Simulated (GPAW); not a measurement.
## Settings that the conductance of butane-1,4-dithiol between two Pt chains needs

Aim: the cheapest settings that leave the conductance of butane-1,4-dithiol between two Pt chains unchanged.

Main program and level: GPAW 26.7.0; GPAW LCAO, PAW setups; Landauer transmission from Green's functions with principal layers (ASE), zero bias.

This is a report of a sequence of runs, with most program output left out.

### Step 1. The structure

The cell holds 28 atoms: 14 Pt, 2 S, 8 H and 4 C. Its edges and angles: a = 10.635 Å, b = 9.259 Å, c = 41.579 Å, α = 90.0°, β = 90.0°, γ = 90.0°. Regions: left lead, 7 atoms (7 Pt); channel, 14 atoms (2 S, 8 H and 4 C); right lead, 7 atoms (7 Pt). Vacuum lies along a and b. The structure is stacked along c, and the current runs across the ab planes.

### Step 2. Base settings

All settings start at ordinary values; they are then varied in turn, with meshes following the cell where its length changes.

File run.py:

```python
import json
import numpy as np
from ase import Atoms
from ase.transport.calculators import TransportCalculator
from gpaw import GPAW, FermiDirac
from gpaw.lcao.tools import get_lcao_hamiltonian
from scipy.linalg import eigh

# The junction with lead layers at both ends, along the third cell vector
device = Atoms(
    ['Pt', 'Pt', 'Pt', 'Pt', 'Pt', 'Pt', 'Pt', 'S', 'H', 'C', 'H', 'H', 'C', 'H', 'H', 'C', 'H', 'H', 'C', 'H', 'S', 'Pt', 'Pt', 'Pt', 'Pt', 'Pt', 'Pt', 'Pt'],
    positions=[
        [5.31745, 4.62935, 1.20000],
        [5.31745, 4.62935, 3.60000],
        [5.31745, 4.62935, 6.00000],
        [5.31745, 4.62935, 8.40000],
        [5.31745, 4.62935, 10.80000],
        [5.31745, 4.62935, 13.20000],
        [5.31745, 4.62935, 15.60000],
        [4.30101, 3.90718, 17.59194],
        [3.98386, 5.70307, 19.15077],
        [4.13891, 4.62417, 19.25172],
        [6.27102, 4.75775, 19.59905],
        [3.25001, 4.19628, 19.72608],
        [5.38369, 4.33342, 20.08574],
        [5.53962, 3.25001, 20.16481],
        [5.09530, 6.00869, 21.41381],
        [5.25123, 4.92528, 21.49288],
        [7.38491, 5.06241, 21.85255],
        [4.36390, 4.50096, 21.97957],
        [6.49601, 4.63453, 22.32690],
        [6.65105, 3.55563, 22.42785],
        [6.33390, 5.35152, 23.98669],
        [5.31745, 4.62935, 25.97862],
        [5.31745, 4.62935, 28.37862],
        [5.31745, 4.62935, 30.77862],
        [5.31745, 4.62935, 33.17862],
        [5.31745, 4.62935, 35.57862],
        [5.31745, 4.62935, 37.97862],
        [5.31745, 4.62935, 40.37862]],
    cell=[[10.63491, 0.0, 0.0], [0.0, 9.25869, 0.0], [0.0, 0.0, 41.57862]],
    pbc=True)

# One principal layer of the lead: the first 5 atoms of the device
lead = Atoms(
    ['Pt', 'Pt', 'Pt', 'Pt', 'Pt'],
    positions=[
        [5.31745, 4.62935, 1.20000],
        [5.31745, 4.62935, 3.60000],
        [5.31745, 4.62935, 6.00000],
        [5.31745, 4.62935, 8.40000],
        [5.31745, 4.62935, 10.80000]],
    cell=[[10.63491, 0.0, 0.0], [0.0, 9.25869, 0.0], [0.0, 0.0, 12.0]],
    pbc=True)

settings = dict(mode='lcao', basis='dzp', xc='PBE', h=0.2,
                occupations=FermiDirac(0.1), maxiter=250,
                mixer=dict(beta=0.1, nmaxold=8, weight=100.0),
                convergence=dict(density=0.0001))
energies = np.arange(-2, 2 + 1e-9, 0.05)
eta = 0.0001
n1, n2 = 1, 1
# k and -k transmit alike, so half of the mesh across the current serves
mesh = [(i, j) for i in range(n1) for j in range(n2) if (i, j) <= (-i % n1, -j % n2)]
weights = np.array([1 if (i, j) == (-i % n1, -j % n2) else 2 for i, j in mesh]) / (n1 * n2)

# [... helper functions left out ...]
fermi_lead = ground_state(lead, (1, 1, 10), 'lead.txt')
fermi_device = ground_state(device, (1, 1, 2), 'device.txt')
# [... loop over the mesh left out, but for ...]
        # Shift the lead onto the potential of the device's first layer
        shift = ((H[:, 0, 0] - H0[:, 0, 0]) / S0[0, 0]).real.mean()
# [...]
kT = 8.617333e-5 * 77
bias = [0.1, 0.2, 0.5, 1.0, 1.5, 2.0]
# [... integrals and printing left out ...]
```

Command:

```sh
$ OMP_NUM_THREADS=1 OPENBLAS_NUM_THREADS=2 python run.py
```

The job ended after 2.8 min (2 threads of Intel Xeon 6975P-C (Granite Rapids), shared host; peak memory 1.9 GiB).

Numbers from this step:

```yaml
conductance: 0.2382 G₀
thermopower: 3.769 μV/K
largest_coupling_past_the_next_principal_layer: 8.09e-6 eV
largest_misfit_of_the_first_principal_layer: 0.2205 eV
shift_that_aligns_the_lead: 0.002020 eV
basis_functions_of_the_junction: 496
basis_functions_of_a_principal_layer: 135
transmission_at_the_fermi_level_one_spin: 0.2385
```

One spin. The transmission, zone mean by energy, zero at the Fermi level:

```tsv
energy (eV)	transmission, zone mean
-2.00	0.127
-1.85	0.140
-1.75	0.145
-1.70	0.144
-1.60	0.128
-1.45	0.118
-1.30	0.0993
-1.15	0.113
-1.05	0.109
-0.90	0.152
-0.75	0.167
-0.60	0.166
-0.50	0.161
-0.35	0.172
-0.25	0.369
-0.20	0.340
-0.05	0.261
0.00	0.239
0.05	0.214
0.20	0.136
0.35	0.0539
0.50	0.0425
0.60	0.0381
0.75	0.00792
0.90	0.00194
1.05	9.4e-4
1.15	6.6e-4
1.30	4.2e-4
1.45	2.9e-4
1.60	2.1e-4
1.70	1.7e-4
1.85	1.3e-4
2.00	1.0e-4
```

Not self-consistent under bias; the bias window is split evenly. Table of current through one cell, from the zero-bias transmission by bias:

```tsv
bias (V)	current through one cell, from the zero-bias transmission (μA)
0.100	1.84
0.200	3.67
0.500	9.15
1.000	14.1
1.500	17.9
2.000	20.9
```

Couplings past the next layer reach 8.1e-6 eV, small enough to drop; the matrix elements of the cell's first layer differ from the bulk lead's by up to 0.22 eV. That layer keeps its own values in the calculation, and only beyond it is the lead taken as perfect. The Fermi levels of lead and junction count from different zeros of potential, one for each periodic cell; with both set to zero, the small remaining shift is what aligns them. Without spin-orbit coupling, which is large for these atoms, channel counts and T are those of the scalar-relativistic bands. By hand: G = 0.2382 × 77.48 μS = 18.5 μS, a resistance of 54.2 kΩ; at 0.1 V a linear junction would pass 1.85 μA, and the integral over the bias window gives 1.84 μA. Mott's formula, S = -(π²/3)(k_B²T/e) d ln T/dE, has the prefactor 1.88 μV/K·eV at 77 K; T = 0.2613 at -0.05 eV and 0.2138 at 0.05 eV give a slope of -2.01 per eV and S = 3.78 μV/K, beside 3.77 μV/K from the thermal integral, which interpolates the same grid.

### Step 3. Energy step: de = 0.2

The thermal integrals interpolate T(E), so the step must resolve what lies within a few kT of the Fermi level.

Changes to run.py since step 2:

```diff
@@ -59,3 +59,3 @@
                 convergence=dict(density=0.0001))
-energies = np.arange(-2, 2 + 1e-9, 0.05)
+energies = np.arange(-2, 2 + 1e-9, 0.2)
 eta = 0.0001
```

The job ended after 2.6 min (2 threads; peak memory 1.9 GiB).

Numbers from this step:

```
conductance : 0.2375 G₀
thermopower : 4.291 μV/K
```

One spin. Transmission, zone mean against energy, zero at the Fermi level:

```tsv
energy (eV)	transmission, zone mean
-2.00	0.127
-1.80	0.143
-1.60	0.128
-1.40	0.116
-1.20	0.105
-1.00	0.115
-0.80	0.166
-0.60	0.166
-0.40	0.148
-0.20	0.340
0.00	0.239
0.20	0.136
0.40	0.0485
0.60	0.0381
0.80	0.00409
1.00	0.00117
1.20	5.6e-4
1.40	3.2e-4
1.60	2.1e-4
1.80	1.4e-4
2.00	1.0e-4
```

Not self-consistent under bias; the bias window is split evenly. The current through one cell, from the zero-bias transmission by bias:

```tsv
bias (V)	current through one cell, from the zero-bias transmission (μA)
0.100	1.83
0.200	3.63
0.500	8.90
1.000	13.7
1.500	17.4
2.000	20.2
```

The conductance, 0.237 G₀, lies 0.3 % below that of the base run.

### Step 4. Varying the energy step: de = 0.1

Changes to run.py since step 3:

```diff
@@ -59,3 +59,3 @@
                 convergence=dict(density=0.0001))
-energies = np.arange(-2, 2 + 1e-9, 0.2)
+energies = np.arange(-2, 2 + 1e-9, 0.1)
 eta = 0.0001
```

The job ended after 2.7 min (2 threads; peak memory 1.9 GiB).

Numbers from this step:

```yaml
conductance: 0.2379 G₀
thermopower: 3.862 μV/K
```

One spin. Transmission, zone mean against energy, zero at the Fermi level:

energy (eV), transmission, zone mean and a bar:
```
    -2.00      0.127 ###########
    -1.90      0.136 ############
    -1.70      0.144 #############
    -1.60      0.128 ###########
    -1.40      0.116 ##########
    -1.30      0.099 #########
    -1.20      0.105 #########
    -1.00      0.115 ##########
    -0.90      0.152 #############
    -0.80      0.166 ###############
    -0.60      0.166 ###############
    -0.50      0.161 ##############
    -0.30      0.233 #####################
    -0.20      0.340 ##############################
    -0.10      0.283 #########################
     0.00      0.239 #####################
     0.10      0.188 #################
     0.20      0.136 ############
     0.30      0.077 #######
     0.50      0.043 ####
     0.60      0.038 ###
     0.80      0.004 
     0.90      0.002 
     1.00      0.001 
     1.20      0.001 
     1.30      0.000 
     1.40      0.000 
     1.60      0.000 
     1.70      0.000 
     1.90      0.000 
     2.00      0.000
```

Not self-consistent under bias; the bias window is split evenly. Table of current through one cell, from the zero-bias transmission by bias:

```tsv
bias (V)	current through one cell, from the zero-bias transmission (μA)
0.100	1.84
0.200	3.66
0.500	8.96
1.000	13.8
1.500	17.6
2.000	20.6
```

The conductance equals that of the base run to 0.2 %.

### Step 5. Varying the energy step: de = 0.025

Changes to run.py since step 4:

```diff
@@ -59,3 +59,3 @@
                 convergence=dict(density=0.0001))
-energies = np.arange(-2, 2 + 1e-9, 0.1)
+energies = np.arange(-2, 2 + 1e-9, 0.025)
 eta = 0.0001
```

Run time: 3 min. Hardware: 2 threads; peak memory 1.9 GiB.

One spin. Transmission, zone mean against energy, zero at the Fermi level:

```tsv
energy (eV)	transmission, zone mean
-2.000	0.127
-1.900	0.136
-1.800	0.143
-1.750	0.145
-1.700	0.144
-1.600	0.128
-1.500	0.118
-1.400	0.116
-1.300	0.0993
-1.200	0.105
-1.100	0.111
-1.000	0.115
-0.900	0.152
-0.800	0.166
-0.700	0.167
-0.600	0.166
-0.500	0.161
-0.400	0.148
-0.300	0.233
-0.250	0.369
-0.200	0.340
-0.100	0.283
0.000	0.239
0.100	0.188
0.200	0.136
0.300	0.0768
0.400	0.0485
0.500	0.0425
0.600	0.0381
0.700	0.0293
0.800	0.00409
0.900	0.00194
1.000	0.00117
1.100	7.8e-4
1.200	5.6e-4
1.300	4.2e-4
1.400	3.2e-4
1.500	2.6e-4
1.600	2.1e-4
1.700	1.7e-4
1.800	1.4e-4
1.900	1.2e-4
2.000	1.0e-4
```

The conductance equals that of the base run to 0.2 %.

### Step 6. Energy step: de = 0.0125

Changes to run.py since step 5:

```diff
@@ -59,3 +59,3 @@
                 convergence=dict(density=0.0001))
-energies = np.arange(-2, 2 + 1e-9, 0.025)
+energies = np.arange(-2, 2 + 1e-9, 0.0125)
 eta = 0.0001
```

The job ended after 3.5 min (2 threads; peak memory 1.9 GiB).

One spin. The transmission, zone mean by energy, zero at the Fermi level:

energy (eV), transmission, zone mean and a bar:
```
   -2.000      0.127 ##########
   -1.800      0.143 ############
   -1.738      0.145 ############
   -1.600      0.128 ##########
   -1.400      0.116 #########
   -1.200      0.105 #########
   -1.000      0.115 #########
   -0.800      0.166 #############
   -0.600      0.166 #############
   -0.400      0.148 ############
   -0.250      0.369 ##############################
   -0.200      0.340 ############################
    0.000      0.239 ###################
    0.200      0.136 ###########
    0.400      0.048 ####
    0.600      0.038 ###
    0.800      0.004 
    1.000      0.001 
    1.200      0.001 
    1.400      0.000 
    1.600      0.000 
    1.800      0.000 
    2.000      0.000
```

The conductance equals that of the base run to 0.2 %.

### Step 7. Convergence in the energy step

The runs and the base run on one axis.

This step: convergence of the conductance (GPAW 26.7.0).

Table of conductance by energy step:

```tsv
energy step (eV)	conductance (G₀)
0.0125	0.238
0.0250	0.238
0.0500	0.238
0.1000	0.238
0.2000	0.237
```

### Step 8. Varying the broadening: eta = 1e-06

The broadening keeps the Green's functions finite; too large a value absorbs electrons where channels are open and leaks them where none are.

This step: GPAW LCAO, PAW setups; Landauer transmission from Green's functions with principal layers (ASE), zero bias (GPAW 26.7.0).

Changes to run.py since step 6:

```diff
@@ -59,4 +59,4 @@
                 convergence=dict(density=0.0001))
-energies = np.arange(-2, 2 + 1e-9, 0.0125)
-eta = 0.0001
+energies = np.arange(-2, 2 + 1e-9, 0.05)
+eta = 1e-06
 n1, n2 = 1, 1
```

Elapsed: 2.9 min, on 2 threads; peak memory 1.9 GiB.

This step gave:

```yaml
conductance: 0.2388 G₀
thermopower: 3.765 μV/K
transmission_at_the_fermi_level_one_spin: 0.2392
```

One spin. The transmission, zone mean by energy, zero at the Fermi level:

```tsv
energy (eV)	transmission, zone mean
-2.000	0.127
-1.800	0.143
-1.750	0.145
-1.600	0.128
-1.400	0.116
-1.200	0.105
-1.000	0.115
-0.800	0.166
-0.600	0.166
-0.400	0.149
-0.250	0.370
-0.200	0.341
0.000	0.239
0.200	0.136
0.400	0.0486
0.600	0.0382
0.800	0.00410
1.000	0.00117
1.200	5.6e-4
1.400	3.2e-4
1.600	2.1e-4
1.800	1.4e-4
2.000	1.0e-4
```

Not self-consistent under bias; the bias window is split evenly. Table of current through one cell, from the zero-bias transmission by bias:

```tsv
bias (V)	current through one cell, from the zero-bias transmission (μA)
0.100	1.85
0.200	3.68
0.500	9.18
1.000	14.1
1.500	18.0
2.000	21.0
```

The conductance, 0.239 G₀, lies 0.3 % above that of the base run.

### Step 9. Varying the broadening: eta = 0.001

Changes to run.py since step 8:

```diff
@@ -60,3 +60,3 @@
 energies = np.arange(-2, 2 + 1e-9, 0.05)
-eta = 1e-06
+eta = 0.001
 n1, n2 = 1, 1
```

It took 2.7 min on 2 threads; peak memory 1.9 GiB.

This step gave:

| Quantity | Value |
| --- | --- |
| conductance | 0.2324 G₀ |
| thermopower | 3.801 μV/K |
| transmission at the Fermi level (one spin) | 0.2328 |

One spin. Transmission, zone mean against energy, zero at the Fermi level:

energy (eV), transmission, zone mean and a bar:
```
    -2.00      0.125 ###########
    -1.90      0.134 ###########
    -1.80      0.141 ############
    -1.75      0.142 ############
    -1.70      0.142 ############
    -1.55      0.107 #########
    -1.45      0.116 ##########
    -1.35      0.108 #########
    -1.25      0.073 ######
    -1.15      0.109 #########
    -1.05      0.106 #########
    -0.90      0.147 ############
    -0.80      0.161 ##############
    -0.70      0.162 ##############
    -0.60      0.161 ##############
    -0.50      0.155 #############
    -0.40      0.142 ############
    -0.25      0.356 ##############################
    -0.15      0.301 #########################
    -0.05      0.255 #####################
     0.00      0.233 ####################
     0.05      0.208 ##################
     0.15      0.157 #############
     0.25      0.106 #########
     0.40      0.048 ####
     0.50      0.042 ####
     0.60      0.037 ###
     0.70      0.028 ##
     0.80      0.004 
     0.90      0.002 
     1.05      0.001 
     1.15      0.001 
     1.25      0.000 
     1.35      0.000 
     1.45      0.000 
     1.55      0.000 
     1.70      0.000 
     1.80      0.000 
     1.90      0.000 
     2.00      0.000
```

Not self-consistent under bias; the bias window is split evenly. Current through one cell, from the zero-bias transmission against bias:

```tsv
bias (V)	current through one cell, from the zero-bias transmission (μA)
0.100	1.80
0.200	3.58
0.500	8.92
1.000	13.7
1.500	17.4
2.000	20.3
```

The conductance, 0.232 G₀, lies 2.4 % below that of the base run.

### Step 10. Varying the broadening: eta = 0.01

Changes to run.py since step 9:

```diff
@@ -60,3 +60,3 @@
 energies = np.arange(-2, 2 + 1e-9, 0.05)
-eta = 0.001
+eta = 0.01
 n1, n2 = 1, 1
```

The job ended after 2.6 min (2 threads; peak memory 1.9 GiB).

The conductance, 0.182 G₀, lies 23 % below that of the base run.

### Step 11. Varying the broadening: eta = 0.05

Changes to run.py since step 10:

```diff
@@ -60,3 +60,3 @@
 energies = np.arange(-2, 2 + 1e-9, 0.05)
-eta = 0.01
+eta = 0.05
 n1, n2 = 1, 1
```

The job ended after 2.6 min (2 threads; peak memory 1.9 GiB).

The conductance, 0.0645 G₀, lies 73 % below that of the base run.

### Step 12. Convergence in the broadening

This step: convergence of the conductance (GPAW 26.7.0).

Table of conductance by log10 of the broadening in eV:

```tsv
log10 of the broadening in eV	conductance (G₀)
-6.00	0.239
-4.00	0.238
-3.00	0.232
-2.00	0.182
-1.30	0.0645
```

### Step 13. Varying the density threshold: conv = 0.1

The Hamiltonian is taken from the last density. The density threshold is one of the tests that end the cycle; the energy must settle too, so a loose value may not be the test that decides.

This step: GPAW LCAO, PAW setups; Landauer transmission from Green's functions with principal layers (ASE), zero bias (GPAW 26.7.0).

Changes to run.py since step 11:

```diff
@@ -58,5 +58,5 @@
                 mixer=dict(beta=0.1, nmaxold=8, weight=100.0),
-                convergence=dict(density=0.0001))
+                convergence=dict(density=0.1))
 energies = np.arange(-2, 2 + 1e-9, 0.05)
-eta = 0.05
+eta = 0.0001
 n1, n2 = 1, 1
```

The job ended after 2 min (2 threads; peak memory 1.9 GiB).

Numbers from this step:

```yaml
conductance: 0.2381 G₀
thermopower: 3.473 μV/K
largest_misfit_of_the_first_principal_layer: 0.1700 eV
shift_that_aligns_the_lead: -0.002274 eV
transmission_at_the_fermi_level_one_spin: 0.2386
```

One spin. The transmission, zone mean by energy, zero at the Fermi level:

```tsv
energy (eV)	transmission, zone mean
-2.000	0.126
-1.800	0.142
-1.750	0.144
-1.600	0.126
-1.400	0.114
-1.200	0.109
-1.000	0.122
-0.800	0.166
-0.600	0.169
-0.400	0.156
-0.250	0.373
-0.200	0.335
0.000	0.239
0.200	0.133
0.400	0.0473
0.600	0.0374
0.800	0.00399
1.000	0.00114
1.200	5.5e-4
1.400	3.2e-4
1.600	2.1e-4
1.800	1.4e-4
2.000	1.0e-4
```

Not self-consistent under bias; the bias window is split evenly. Table of current through one cell, from the zero-bias transmission by bias:

```tsv
bias (V)	current through one cell, from the zero-bias transmission (μA)
0.100	1.84
0.200	3.66
0.500	9.07
1.000	14.1
1.500	18.0
2.000	21.0
```

The conductance equals that of the base run to 0.2 %.

### Step 14. Varying the density threshold: conv = 0.01

Changes to run.py since step 13:

```diff
@@ -58,3 +58,3 @@
                 mixer=dict(beta=0.1, nmaxold=8, weight=100.0),
-                convergence=dict(density=0.1))
+                convergence=dict(density=0.01))
 energies = np.arange(-2, 2 + 1e-9, 0.05)
```

It took 2 min on 2 threads; peak memory 1.9 GiB.

One spin. Transmission, zone mean against energy, zero at the Fermi level:

energy (eV), transmission, zone mean and a bar:
```
   -2.000      0.126 ##########
   -1.800      0.142 ###########
   -1.750      0.144 ############
   -1.600      0.126 ##########
   -1.400      0.114 #########
   -1.200      0.109 #########
   -1.000      0.122 ##########
   -0.800      0.166 #############
   -0.600      0.169 ##############
   -0.400      0.156 #############
   -0.250      0.373 ##############################
   -0.200      0.335 ###########################
    0.000      0.239 ###################
    0.200      0.133 ###########
    0.400      0.047 ####
    0.600      0.037 ###
    0.800      0.004 
    1.000      0.001 
    1.200      0.001 
    1.400      0.000 
    1.600      0.000 
    1.800      0.000 
    2.000      0.000
```

Not self-consistent under bias; the bias window is split evenly. Table of current through one cell, from the zero-bias transmission by bias:

```tsv
bias (V)	current through one cell, from the zero-bias transmission (μA)
0.100	1.84
0.200	3.66
0.500	9.07
1.000	14.1
1.500	18.0
2.000	21.0
```

The conductance equals that of the base run to 0.2 %.

### Step 15. Density threshold: conv = 0.001

Changes to run.py since step 14:

```diff
@@ -58,3 +58,3 @@
                 mixer=dict(beta=0.1, nmaxold=8, weight=100.0),
-                convergence=dict(density=0.01))
+                convergence=dict(density=0.001))
 energies = np.arange(-2, 2 + 1e-9, 0.05)
```

Run time: 2.4 min. Hardware: 2 threads; peak memory 1.9 GiB.

The conductance, 0.242 G₀, lies 1.4 % above that of the base run.

### Step 16. Varying the density threshold: conv = 1e-06

Changes to run.py since step 15:

```diff
@@ -58,3 +58,3 @@
                 mixer=dict(beta=0.1, nmaxold=8, weight=100.0),
-                convergence=dict(density=0.001))
+                convergence=dict(density=1e-06))
 energies = np.arange(-2, 2 + 1e-9, 0.05)
```

It took 3.7 min on 2 threads; peak memory 1.9 GiB.

The conductance equals that of the base run to 0.2 %.

(Continued in part 2 of 3.)

[Logs are printed without paths, hosts, clocks, repeated set-up lines and the standing remarks that a program may print on its own settings, such as how far it seeks lower states.]

[Hosts, paths, dates, database ids (printed as entryN), source tags and the programs' standing remarks are cut or masked in the printed files.]
